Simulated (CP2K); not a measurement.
The C K edge of 3-cyanofuran was computed by TDDFT (CP2K XAS_TDP, aug-cc-pVDZ, TDA) at these levels: PBE0, PBEh(45%) and PBEh(45%) + GW2X. The first three lines of C2 (bonded to C and N) with a strength over 0.0015, energy in eV and strength:

```csv
run,first,second,third
1,282.25 (0.041),282.46 (0.054),285.41 (0.008)
2,276.49 (0.022),277.17 (0.044),278.37 (0.007)
3,288.76 (0.040),288.98 (0.053),291.92 (0.008)
```

Which run is which?

Run 1: PBEh(45%) (45 % exact exchange). Run 2: PBE0 (25 % exact exchange). Run 3: PBEh(45%) + GW2X (45 % exact exchange). Self-interaction lifts the core level, so the uncorrected lines rise with the share of exact exchange. The GW2X run keeps the spacings of its parent: 0.22 eV between the first two lines in run 3, 0.21 eV in run 1. Its shift is +6.51 eV, since the Kohn–Sham level at this share of exchange lies that far above the quasiparticle level.

[Banner, clock and machine lines of the logs are left out without a mark of their own.]

[Logs are printed without paths, hosts, clocks, repeated set-up lines and the standing remarks that a program may print on its own settings, such as how far it seeks lower states.]

[Hosts, paths, dates, database ids (printed as entryN), source tags and the programs' standing remarks are cut or masked in the printed files.]
